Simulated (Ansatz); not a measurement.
# TiTeSe monolayer, Janus under uniaxial strain along the armchair direction, normal to a, with the width clamped

Wanted: the shifts of the zone-centre modes of TiTeSe monolayer, Janus with strain.

Main program and level: Ansatz 0.2.0; DFT PBEsol, scalar-relativistic, plane waves, PAW; PAW set soft_1.

Most raw output is cut from this account.

## Step 1: Set-up

The cell holds 3 atoms: 1 Ti, 1 Se and 1 Te. Cell: a = 3.500 Å, b = 3.500 Å, c = 30.000 Å, α = 90.0°, β = 90.0°, γ = 120.0°. Vacuum lies along c. The height across the vacuum is the one that the program set for its solve, not the one typed.

Structure file:

```cif
data_structure
_symmetry_space_group_name_H-M 'P 1'
_symmetry_Int_Tables_number 1
_cell_length_a 3.5000
_cell_length_b 3.5000
_cell_length_c 30.0000
_cell_angle_alpha 90.000
_cell_angle_beta 90.000
_cell_angle_gamma 120.000
_cell_volume 318.26
loop_
_atom_site_label
_atom_site_type_symbol
_atom_site_fract_x
_atom_site_fract_y
_atom_site_fract_z
_atom_site_occupancy
Ti1 Ti 0.00000 0.00000 0.33333 1
Se2 Se 0.33333 0.66667 0.38333 1
Te3 Te 0.66667 0.33333 0.28000 1
```

## Step 2: A rough relaxation first

The start is far from rest, so a relaxation with loose tolerances brings it close first. The program lengthens the typed cell of 20.0 Å along the normal to 30.0 Å, as its cut-off of the electrostatics needs, and moves no atom.

Contents of input.yaml:

```yaml
crystal:
  lattice:
    - [3.5, 0.0, 0.0]
    - [-1.75, 3.03109, 0.0]
    - [0.0, 0.0, 20.0]
  atoms:
    - { symbol: Ti, position: [0.0, 0.0, 0.5] }
    - { symbol: Se, position: [0.333333, 0.666667, 0.575] }
    - { symbol: Te, position: [0.666667, 0.333333, 0.42] }
  periodic: [true, true, false]
kpoints:
  mp_grid: { grid: [6, 6, 1] }
hamiltonian:
  xc: pbesol
  pseudopotentials: { kind: paw, azcp: { folder: soft_1 }, xc_functional: pbe }
scf:
  occupations: { method: gaussian, width: 0.1 }
output:
  forces: true
  stress: true
  eigenvalues: true
relax:
  adjacent_minimum: "off"
  f_tol: 0.05
  max_steps: 80
  cell: { stress_2d_tol: 0.02 }
```

On the command line:

```sh
$ ansatz run input.yaml --threads 4 --pin off --max-ram 16384MiB --backend cpu --events-out ev --progress --plain --runs-dir out
```

The job ended after 12 s (4 threads of Arm Neoverse V2, shared host; peak memory 0.65 GiB).

Relaxation path:

```csv
step,energy less that of the first step (eV),largest force component (eV/Å),volume (Å³)
1,0.0000,2.7407,318.26
2,-0.3695,0.3522,323.54
3,-0.3899,0.0923,330.75
4,-0.3908,0.1446,338.47
5,-0.3935,0.0200,335.48
6,-0.3936,0.0015,336.03
7*,-0.3942,0.0015,336.03
```

Relaxation steps marked * repeat the geometry before them on a plane-wave basis chosen anew for their cell, so energy and pressure can jump there.

The run keeps the 6 symmetry operations that it works with, so distortions that break them were not tested.

```csv
cell as run,before,after,change
a (Å),3.500,3.596,+2.8 %
b (Å),3.500,3.596,+2.8 %
```

The atoms that moved most (Å, along periodic axes as changes of fractional coordinates times the final cell, across vacuum about the mean position):

```csv
atom,dx,dy,dz,length
Te3,0.000,0.000,-0.126,0.126
Ti1,0.000,0.000,0.110,0.110
Se2,0.000,0.000,0.016,0.016
```

The relaxed structure:

```
Ti Se Te
1.0
     3.59634    0.00000    0.00000
    -1.79817    3.11452    0.00000
     0.00000    0.00000   30.00000
Ti Se Te
1 1 1
Direct
  0.00000 0.00000 0.33701
  0.33333 0.66667 0.38386
  0.66667 0.33333 0.27580
```

This step gave:

| Item | Value |
| --- | --- |
| gap on the k-mesh | 0 eV |
| area per atom | 3.734 Å² |

The relaxation ends with a largest force component of 0.0015 eV/Å.

## Step 3: Relaxation

The cell and atoms are relaxed, since residual forces and stress would shift the frequencies.

Contents of input.yaml:

```yaml
crystal:
  lattice:
    - [3.5963372801, 0.0, 0.0]
    - [-1.7981686401, 3.1145194452, 0.0]
    - [0.0, 0.0, 30.0]
  atoms:
    - { symbol: Ti, position: [0.0, 0.0, 0.3370111316] }
    - { symbol: Se, position: [0.3333333333, 0.6666666667, 0.3838552319] }
    - { symbol: Te, position: [0.6666666667, 0.3333333333, 0.2758003031] }
  periodic: [true, true, false]
kpoints:
  mp_grid: { grid: [15, 15, 1] }
hamiltonian:
  xc: pbesol
  pseudopotentials: { kind: paw, azcp: { folder: soft_1 }, xc_functional: pbe }
scf:
  occupations: { method: gaussian, width: 0.1 }
output:
  forces: true
  stress: true
  eigenvalues: true
  write_density: true
  write_potential: true
  elf: true
  volumetric_format: npy
relax:
  adjacent_minimum: "off"
  f_tol: 0.005
  max_steps: 80
  cell: { stress_2d_tol: 0.02 }
```

The job ended after 34 s (4 threads; peak memory 0.78 GiB).

Relaxation path:

```csv
step,energy less that of the first step (eV),largest force component (eV/Å),volume (Å³)
1,0.0000,0.0667,336.03
2,-0.0021,0.1165,332.06
3,-0.0030,0.0260,331.81
4,-0.0032,0.0012,331.20
5*,-0.0030,0.0013,331.20
```

Relaxation steps marked * repeat the geometry before them on a plane-wave basis chosen anew for their cell, so energy and pressure can jump there.

Forces are held to the 6 operations that the run works with; a distortion that breaks them can't arise in this run.

```csv
cell as run,before,after,change
a (Å),3.596,3.570,-0.7 %
b (Å),3.596,3.570,-0.7 %
```

The atoms that moved most (Å, along periodic axes as changes of fractional coordinates times the final cell, across vacuum about the mean position):

```csv
atom,dx,dy,dz,length
Se2,0.000,0.000,0.020,0.020
Te3,0.000,0.000,-0.019,0.019
```

The relaxed structure:

```xyz
3
Lattice="3.5704 0.0000 0.0000 -1.7852 3.0921 0.0000 0.0000 0.0000 30.0000" Properties=species:S:1:pos:R:3
Ti    0.0000    0.0000   10.1089
Se    0.0000    2.0614   11.5356
Te    1.7852    1.0307    8.2555
```

This step gave:

```yaml
area_per_atom: 3.68 Å²
```

Valence density in the ac plane at fractional y = 0.000, with atoms of Ti within 0.2 Å of it. It is the smooth field of the valence electrons, not physical close to the nuclei.

Ten steps, logarithmic in the rise over the least value, from '_' (0.00 × 1e0 e/Å³) to '@' (6.40 × 1e0 e/Å³), each cell a mean:
```
____________________________
____________________________
____________________________
____________________________
____________________________
____________________________
____________________________
____________________________
____________________________
____________________________
____________________________
____________________________
____________________________
____________......__________
....::::----====------::::..
@@@@##++--------------**%%@@
%%##**==--------------==**##
..::::::----======----::::..
________..............______
____________________________
____________________________
____________________________
____________________________
____________________________
```
Columns run along a (3.6 Å), rows up along c (30.0 Å). Atoms in or near the plane, at fractional coordinates: Ti at (0.00, 0.34).

Electrostatic potential energy in the ac plane at fractional y = 0.000, with atoms of Ti within 0.2 Å of it. With pseudopotentials it is smooth inside the atoms' cores, unlike the true potential.

Ten even steps from '0' (-17 eV) to '9' (0 eV), each cell a mean:
```
99999999999999
99999999999999
99999999999999
99999999999999
99999999999999
99999999999999
99999999999999
99999999999999
99999999999999
99999999999999
99999999999999
99999999999999
99999999999999
99999999999999
77887654567887
00013677653100
11235666664321
88876421246788
99999988899999
99999999999999
99999999999999
99999999999999
99999999999999
99999999999999
```
Columns run along a (3.6 Å; values clipped at the 3rd and 97th percentile), rows up along c (30.0 Å). Atoms in or near the plane, at fractional coordinates: Ti at (0.00, 0.34).

ELF in the ac plane at fractional y = 0.000, with atoms of Ti within 0.2 Å of it. It is the smooth field of the valence electrons, not physical close to the nuclei.

Ten even steps from '0' (0.00) to '9' (0.73), each cell a mean:
```
00000000000000
00000000000000
00000000000000
00000000000000
00000000000000
00000000000000
00000000000000
00000000000000
00000000000000
00000000000000
00000000000000
00000000000000
00000000000000
00012455432100
01258999997421
77643466642477
45444666654444
12367877787532
00024577653100
00000000000000
00000000000000
00000000000000
00000000000000
00000000000000
```
Columns run along a (3.6 Å), rows up along c (30.0 Å). Atoms in or near the plane, at fractional coordinates: Ti at (0.00, 0.34).

## Step 4: Tight relaxation

Phonons need small forces and stress, so the relaxation is finished with tight tolerances on 15×15×1 k points.

input.yaml, the sections that differ from step 3:

```yaml
crystal:
  lattice:
    - [3.5704237384, 0.0, 0.0]
    - [-1.7852118692, 3.0920776597, 0.0]
    - [0.0, 0.0, 30.0]
  atoms:
    - { symbol: Ti, position: [0.0, 0.0, 0.3369619058] }
    - { symbol: Se, position: [0.3333333333, 0.6666666667, 0.3845213218] }
    - { symbol: Te, position: [0.6666666667, 0.3333333333, 0.275183439] }
  periodic: [true, true, false]
scf:
  occupations: { method: methfessel_paxton, width: 0.2 }
relax:
  adjacent_minimum: "off"
  f_tol: 0.001
  max_steps: 60
  cell: { stress_2d_tol: 0.002 }
# kpoints, hamiltonian, output: as in step 3
```

Run time: 27 s. Hardware: 4 threads; peak memory 0.75 GiB; 1.8 min of CPU time.

Little changed from the start: no atom moved by 0.005 Å and no cell edge by 0.1 %.

Numbers from this step:

* area per atom: 3.679 Å²

Electrostatic potential energy in the ac plane at fractional y = 0.333, with atoms of Te within 0.2 Å of it. With pseudopotentials it is smooth inside the atoms' cores, unlike the true potential.

Values in eV, 24 rows by 14 columns, each cell a mean:
```
  0   0   0   0   0   0   0   0   0   0   0   0   0   0
  0   0   0   0   0   0   0   0   0   0   0   0   0   0
  0   0   0   0   0   0   0   0   0   0   0   0   0   0
  0   0   0   0   0   0   0   0   0   0   0   0   0   0
  0   0   0   0   0   0   0   0   0   0   0   0   0   0
  0   0   0   0   0   0   0   0   0   0   0   0   0   0
  0   0   0   0   0   0   0   0   0   0   0   0   0   0
  0   0   0   0   0   0   0   0   0   0   0   0   0   0
  0   0   0   0   0   0   0   0   0   0   0   0   0   0
  0   0   0   0   0   0   0   0   0   0   0   0   0   0
  0   0   0   0   0   0   0   0   0   0   0   0   0   0
  0   0   0   0   0   0   0   0   0   0   0   0   0   0
  0   0   0   0   0   0   0   0   0   0   0   0   0   0
 -1  -1  -1  -1  -1   0   0   0   0   0   0   0   0   0
 -5  -7  -9  -8  -6  -4  -2  -1  -1  -1  -1  -1  -2  -3
 -8 -10 -11 -11  -9  -6  -4  -3  -2  -2  -2  -2  -4  -5
 -6  -6  -7  -6  -6  -7  -9 -10 -10 -10 -10 -10  -9  -8
 -7  -4  -2  -3  -6 -11 -14 -13  -9  -6  -7 -12 -14 -13
 -1  -1  -1  -1  -1  -2  -3  -4  -5  -5  -5  -5  -3  -2
  0   0   0   0   0   0   0   0   0   0   0   0   0   0
  0   0   0   0   0   0   0   0   0   0   0   0   0   0
  0   0   0   0   0   0   0   0   0   0   0   0   0   0
  0   0   0   0   0   0   0   0   0   0   0   0   0   0
  0   0   0   0   0   0   0   0   0   0   0   0   0   0
```
Columns run along a (3.6 Å; values clipped at the 3rd and 97th percentile), rows up along c (30.0 Å). Atoms in or near the plane, at fractional coordinates: Te at (0.67, 0.28).

ELF in the ac plane at fractional y = 0.333, with atoms of Te within 0.2 Å of it. It is the smooth field of the valence electrons, not physical close to the nuclei.

Values, 24 rows by 14 columns, each cell a mean:
```
0.00 0.00 0.00 0.00 0.00 0.00 0.00 0.00 0.00 0.00 0.00 0.00 0.00 0.00
0.00 0.00 0.00 0.00 0.00 0.00 0.00 0.00 0.00 0.00 0.00 0.00 0.00 0.00
0.00 0.00 0.00 0.00 0.00 0.00 0.00 0.00 0.00 0.00 0.00 0.00 0.00 0.00
0.00 0.00 0.00 0.00 0.00 0.00 0.00 0.00 0.00 0.00 0.00 0.00 0.00 0.00
0.00 0.00 0.00 0.00 0.00 0.00 0.00 0.00 0.00 0.00 0.00 0.00 0.00 0.00
0.00 0.00 0.00 0.00 0.00 0.00 0.00 0.00 0.00 0.00 0.00 0.00 0.00 0.00
0.00 0.00 0.00 0.00 0.00 0.00 0.00 0.00 0.00 0.00 0.00 0.00 0.00 0.00
0.00 0.00 0.00 0.00 0.00 0.00 0.00 0.00 0.00 0.00 0.00 0.00 0.00 0.00
0.00 0.00 0.00 0.00 0.00 0.00 0.00 0.00 0.00 0.00 0.00 0.00 0.00 0.00
0.00 0.00 0.00 0.00 0.00 0.00 0.00 0.00 0.00 0.00 0.00 0.00 0.00 0.00
0.00 0.00 0.00 0.00 0.00 0.00 0.00 0.00 0.00 0.00 0.00 0.00 0.00 0.00
0.00 0.00 0.00 0.00 0.00 0.00 0.00 0.00 0.00 0.00 0.00 0.00 0.00 0.00
0.01 0.02 0.02 0.02 0.01 0.01 0.00 0.00 0.00 0.00 0.00 0.00 0.00 0.00
0.27 0.36 0.40 0.39 0.31 0.20 0.09 0.03 0.01 0.01 0.01 0.02 0.06 0.14
0.69 0.75 0.77 0.77 0.72 0.60 0.40 0.16 0.06 0.04 0.04 0.11 0.28 0.51
0.30 0.31 0.32 0.32 0.30 0.28 0.24 0.19 0.16 0.16 0.16 0.18 0.21 0.26
0.38 0.25 0.17 0.20 0.33 0.45 0.51 0.49 0.45 0.42 0.43 0.48 0.51 0.49
0.57 0.39 0.23 0.29 0.52 0.58 0.50 0.32 0.18 0.13 0.15 0.25 0.42 0.55
0.33 0.12 0.05 0.07 0.24 0.49 0.66 0.74 0.76 0.76 0.76 0.75 0.71 0.60
0.02 0.01 0.00 0.00 0.02 0.05 0.11 0.20 0.25 0.28 0.27 0.22 0.15 0.08
0.00 0.00 0.00 0.00 0.00 0.00 0.00 0.00 0.01 0.01 0.01 0.00 0.00 0.00
0.00 0.00 0.00 0.00 0.00 0.00 0.00 0.00 0.00 0.00 0.00 0.00 0.00 0.00
0.00 0.00 0.00 0.00 0.00 0.00 0.00 0.00 0.00 0.00 0.00 0.00 0.00 0.00
0.00 0.00 0.00 0.00 0.00 0.00 0.00 0.00 0.00 0.00 0.00 0.00 0.00 0.00
```
Columns run along a (3.6 Å), rows up along c (30.0 Å). Atoms in or near the plane, at fractional coordinates: Te at (0.67, 0.28).

Valence density in the ac plane at fractional y = 0.333, with atoms of Te within 0.2 Å of it. It is the smooth field of the valence electrons, not physical close to the nuclei.

Ten steps, logarithmic in the rise over the least value, from '_' (0 e/Å³) to '@' (11 e/Å³), each cell a mean:
```
____________________________
____________________________
____________________________
____________________________
____________________________
____________________________
____________________________
____________________________
____________________________
____________________________
____________________________
____________________________
____________________________
____________________________
::------::::....______....::
::------::::..............::
::::::::::::--==++**++==----
::......::--==##@@@@@@%%++==
__________....::::::::::....
____________________________
____________________________
____________________________
____________________________
____________________________
```
Columns run along a (3.6 Å), rows up along c (30.0 Å). Atoms in or near the plane, at fractional coordinates: Te at (0.67, 0.28).

The largest force component left is 0.49 meV/Å, within the tolerances set.

## Step 5: Zone-centre response at rest

The force constants come from the linear response of the density to a displacement.

The modes at rest are the reference of the series.

input.yaml, the sections that differ from step 4:

```yaml
crystal:
  lattice:
    - [3.5700281122, 0.0, 0.0]
    - [-1.7850140561, 3.0917350374, 0.0]
    - [0.0, 0.0, 30.0]
  atoms:
    - { symbol: Ti, position: [0.0, 0.0, 0.3369553401] }
    - { symbol: Se, position: [0.3333333333, 0.6666666667, 0.3845335549] }
    - { symbol: Te, position: [0.6666666667, 0.3333333333, 0.2751777716] }
  periodic: [true, true, false]
output:
  eigenvalues: true
phonons:
  method: dfpt
# kpoints, hamiltonian, scf: as in step 4
# relax: removed
```

Wall time 1.8 min (4 threads); peak memory 2.2 GiB.

Numbers from this step:

```
sum-rule residual before enforcement                    : 3.05e-5 eV/Å²
point group                                             : 3m
highest optical mode at the zone centre (no LO-TO term) : 316.9 cm⁻¹
lowest optical zone-centre mode                         : 105.3 cm⁻¹
```

Patterns of degenerate modes are one choice out of their space. The modes at Γ (shares of kinetic energy by element, %):

```csv
mode,frequency (cm⁻¹),symmetry,Ti %,Se %,Te %
1,0.0,acoustic,19,31,50
2,0.0,acoustic,19,31,50
3,0.0,acoustic,19,31,50
4,105.3,E,11,40,49
5,105.3,E,11,40,49
6,160.3,A1,2,55,44
7,204.4,E,70,29,1
8,204.4,E,70,29,1
9,316.9,A1,80,14,6
```

Displacements in mode 4 (105.3 cm⁻¹), the largest set to 1:
```
Ti1 -0.67  0.00  0.00
Se2 -1.00  0.00  0.00
Te3  0.87  0.00  0.00
```

Displacements in mode 9 (316.9 cm⁻¹), the largest set to 1:
```
Ti1  0.00  0.00  1.00
Se2  0.00  0.00 -0.33
Te3  0.00  0.00 -0.17
```

Before it was imposed, the acoustic sum rule was missed by 3.0e-5 eV/Å². Small misses are needed for a sound result but don't prove that mesh and cutoff are converged. The lowest optical mode is real, 105 cm⁻¹.

## Step 6: A member of the series: uniaxial strain of +5 % along the armchair direction, normal to a, with the width clamped

The cell takes a uniaxial strain of +5 % along the armchair direction, normal to a, with the width clamped. The cell is held, and the atoms relax in it.

input.yaml, the sections that differ from step 5:

```yaml
crystal:
  lattice:
    - [3.5700281122, 0.0, 0.0]
    - [-1.7850140561, 3.2463217894, 0.0]
    - [0.0, 0.0, 30.0]
  atoms:
    - { symbol: Ti, position: [0.0006294771, 0.0012589542, 0.3371290598] }
    - { symbol: Se, position: [0.3299697832, 0.6599395665, 0.3833072573] }
    - { symbol: Te, position: [0.6694007397, 0.3388014794, 0.2762303494] }
  periodic: [true, true, false]
output:
  forces: true
  stress: true
  eigenvalues: true
relax:
  adjacent_minimum: "off"
  f_tol: 0.001
  max_steps: 60
# kpoints, hamiltonian, scf: as in step 5
# phonons: removed
```

The job ended after 61 s (4 threads; peak memory 0.99 GiB; 4 min of CPU time).

Step by step:

```csv
step,energy less that of the first step (eV),largest force component (eV/Å)
1,0.0000,0.0828
2,-0.0001,0.0935
3,-0.0007,0.0095
4,-0.0007,0.0047
5,-0.0007,0.0004
```

Forces are held to the 2 operations that the run works with; a distortion that breaks them can't arise in this run.

The atoms that moved most (Å):

```csv
atom,dx,dy,dz,length
Se2,0.000,-0.005,-0.009,0.010
Te3,0.000,0.004,0.008,0.009
```

The relaxed structure:

```cif
data_structure
_symmetry_space_group_name_H-M 'P 1'
_symmetry_Int_Tables_number 1
_cell_length_a 3.5700
_cell_length_b 3.7047
_cell_length_c 30.0000
_cell_angle_alpha 90.000
_cell_angle_beta 90.000
_cell_angle_gamma 118.805
_cell_volume 347.68
loop_
_atom_site_label
_atom_site_type_symbol
_atom_site_fract_x
_atom_site_fract_y
_atom_site_fract_z
_atom_site_occupancy
Ti1 Ti 0.00079 0.00158 0.33718 1
Se2 Se 0.32924 0.65849 0.38300 1
Te3 Te 0.66997 0.33994 0.27649 1
```

This step gave:

```
area per atom : 3.863 Å²
```

The largest force component left is 0.38 meV/Å.

## Step 7: Modes of this member: uniaxial strain of +5 % along the armchair direction, normal to a, with the width clamped

The zone-centre modes follow for uniaxial strain of +5 % along the armchair direction, normal to a, with the width clamped.

input.yaml, the sections that differ from step 6:

```yaml
crystal:
  lattice:
    - [3.5700281122, 0.0, 0.0]
    - [-1.7850140561, 3.2463217894, 0.0]
    - [0.0, 0.0, 30.0]
  atoms:
    - { symbol: Ti, position: [0.0007875045, 0.001575009, 0.3371809032] }
    - { symbol: Se, position: [0.329244297, 0.658488594, 0.382999652] }
    - { symbol: Te, position: [0.6699681985, 0.3399363971, 0.2764861112] }
  periodic: [true, true, false]
output:
  eigenvalues: true
phonons:
  method: dfpt
# kpoints, hamiltonian, scf: as in step 6
# relax: removed
```

Elapsed: 3 min, on 4 threads; peak memory 2.4 GiB; 11 min of CPU time.

This step gave:

| Item | Value |
| --- | --- |
| sum-rule residual before enforcement | 6.54e-5 eV/Å² |
| point group | m |
| highest optical mode at the zone centre (no LO-TO term) | 300.5 cm⁻¹ |
| lowest optical zone-centre mode | 102.1 cm⁻¹ |

Patterns of degenerate modes are one choice out of their space. Modes at Γ, with each element's share of the kinetic energy:

```csv
mode,frequency (cm⁻¹),symmetry,Ti %,Se %,Te %
1,0.0,acoustic,19,31,50
2,0.0,acoustic,19,31,50
3,0.0,acoustic,19,31,50
4,102.1,A',16,35,50
5,102.4,A'',17,33,50
6,155.9,A',2,56,42
7,180.5,A'',64,35,0
8,185.6,A',65,34,1
9,300.5,A',80,13,7
```

The lowest optical mode is real, 102 cm⁻¹, and the highest lies at 300.5 cm⁻¹.

For the highest optical mode at the zone centre (no LO-TO term), step 5 gave 317 cm⁻¹; this run, with strain 5 %, gives 301 cm⁻¹ (-5 %).

[end of part 1 of 2]

[Logs are printed without paths, hosts, clocks, repeated set-up lines and the standing remarks that a program may print on its own settings, such as how far it seeks lower states.]

[Hosts, paths, dates, database ids (printed as entryN), source tags and the programs' standing remarks are cut or masked in the printed files.]
